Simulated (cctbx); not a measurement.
**A crystallographic session in cctbx: Nd3Re2S9**

Library: cctbx 2025.11.

## 1. Energy scan

run.py:

```python
from cctbx import adptbx, crystal, miller, xray
from cctbx.array_family import flex
from cctbx.eltbx import sasaki

cs = crystal.symmetry(unit_cell=(6.718, 8.344, 13.302, 76.2, 75.9, 68.93), space_group_symbol='Hall: -P 1')  # P-1
atoms = [  # label, site, U (iso, or U11 U22 U33 U12 U13 U23 in A^2), occupancy
    ("Re1", (0.6464, 0.8681, 0.4291), (0.0061, 0.0085, 0.0075, -0.0014, -0.0016, -0.0020), 1),
    ("Re2", (0.4844, 0.6187, 0.9093), (0.0032, 0.0046, 0.0041, -0.0020, -0.0006, -0.0001), 1),
    ("Nd1", (0.7077, 0.3949, 0.6244), (0.0036, 0.0054, 0.0034, -0.0016, -0.0002, -0.0014), 1),
    ("Nd2", (0.7703, 0.8398, 0.1171), (0.0057, 0.0112, 0.0131, -0.0053, -0.0034, -0.0037), 1),
    ("Nd3", (0.9909, 0.7803, 0.7279), (0.0051, 0.0055, 0.0048, -0.0021, -0.0006, -0.0010), 1),
    ("S1", (0.3891, 0.8123, 0.584), (0.0063, 0.0107, 0.0111, -0.0011, -0.0025, -0.0036), 1),
    ("S2", (0.3461, 0.4721, 0.8183), (0.0042, 0.0156, 0.0151, -0.0004, -0.0001, -0.0116), 1),
    ("S3", (0.9014, 0.7524, 0.5324), (0.0093, 0.0095, 0.0101, -0.0054, -0.0002, 0.0001), 1),
    ("S4", (0.8269, 0.4851, 0.8107), (0.0061, 0.0043, 0.0062, -0.0017, -0.0002, -0.0020), 1),
    ("S5", (0.9331, 0.8859, 0.2829), (0.0055, 0.0065, 0.0038, -0.0025, -0.0016, -0.0012), 1),
    ("S6", (0.6231, 0.835, 0.9235), (0.0078, 0.0062, 0.0071, -0.0035, -0.0016, -0.0017), 1),
    ("S7", (0.1363, 0.8042, 0.9379), (0.0068, 0.0095, 0.0114, -0.0038, 0.0006, -0.0054), 1),
    ("S8", (0.3972, 0.9318, 0.3171), (0.0047, 0.0078, 0.0056, -0.0039, -0.0005, -0.0011), 1),
    ("S9", (0.6983, 0.5784, 0.41), (0.0063, 0.0055, 0.0066, -0.0017, -0.0010, -0.0012), 1),
]
xs = xray.structure(crystal_symmetry=cs)
for label, site, u, occ in atoms:
    u = adptbx.u_cif_as_u_star(cs.unit_cell(), u) if isinstance(u, tuple) else u
    xs.add_scatterer(xray.scatterer(label, site=site, u=u, occupancy=occ))
hkl = [(0, 1, 0), (0, 1, 1), (0, 0, 1), (1, 1, 1)]
ms = miller.set(cs, flex.miller_index(hkl + [tuple(-v for v in h) for h in hkl]), anomalous_flag=True)
print("E (eV)    f'(Nd)   f''   " + "".join("%16s" % ("|F|" + " ".join(map(str, h))) for h in hkl))
for e in [5608, 5958, 6088, 6148, 6178, 6193, 6200, 6204, 6212, 6216, 6223, 6238, 6268, 6358, 6608]:
    xs.set_inelastic_form_factors(12398.42 / e, "sasaki")
    t = sasaki.table("Nd").at_ev(e)
    f = flex.abs(ms.structure_factors_from_scatterers(xs, algorithm="direct").f_calc().data())
    n = len(hkl)
    print("%7.0f %7.2f %6.2f  " % (e, t.fp(), t.fdp()) + "".join("%9.1f/%6.1f" % (f[k], f[k + n]) for k in range(n)))
```

```console
$ python run.py
```

```text
E (eV)    f'(Nd)   f''           |F|0 1 0        |F|0 1 1        |F|0 0 1        |F|1 1 1
   5608   -8.15   4.18       13.6/  13.6     83.7/  83.7     42.0/  42.0    153.3/ 153.3
   5958  -10.17   3.80       13.3/  13.3     87.0/  87.0     41.6/  41.6    157.7/ 157.7
   6088  -11.85   3.67       13.0/  13.0     90.0/  90.0     41.2/  41.2    161.6/ 161.6
   6148  -13.45   3.61       12.8/  12.8     92.9/  92.9     40.8/  40.8    165.5/ 165.5
   6178  -14.91   3.58       12.6/  12.6     95.6/  95.6     40.5/  40.5    169.2/ 169.2
   6193  -16.44   3.57       12.4/  12.4     98.4/  98.4     40.2/  40.2    173.0/ 173.0
   6200  -17.82   3.56       12.2/  12.2    101.0/ 101.0     39.9/  39.9    176.5/ 176.5
   6204  -19.30   3.56       12.0/  12.0    103.8/ 103.8     39.6/  39.6    180.2/ 180.2
   6212  -19.63  10.65       12.1/  12.1    103.2/ 103.2     39.6/  39.6    179.4/ 179.4
   6216  -17.96  10.63       12.4/  12.4    100.0/ 100.0     40.0/  40.0    175.1/ 175.1
   6223  -16.49  10.61       12.5/  12.5     97.2/  97.2     40.3/  40.3    171.3/ 171.3
   6238  -14.89  10.55       12.8/  12.8     94.2/  94.2     40.6/  40.6    167.2/ 167.2
   6268  -13.36  10.44       12.9/  12.9     91.2/  91.2     41.0/  41.0    163.2/ 163.2
   6358  -11.35  10.13       13.2/  13.2     87.3/  87.3     41.4/  41.4    157.9/ 157.9
   6608  -10.45   9.41       13.3/  13.3     85.3/  85.3     41.5/  41.5    155.1/ 155.1
```

Run time: 0.41 s on 1 thread of Arm Neoverse N1 (shared host), peak memory 0.07 GiB.

[Logs are printed without paths, hosts, clocks, repeated set-up lines and the standing remarks that a program may print on its own settings, such as how far it seeks lower states.]
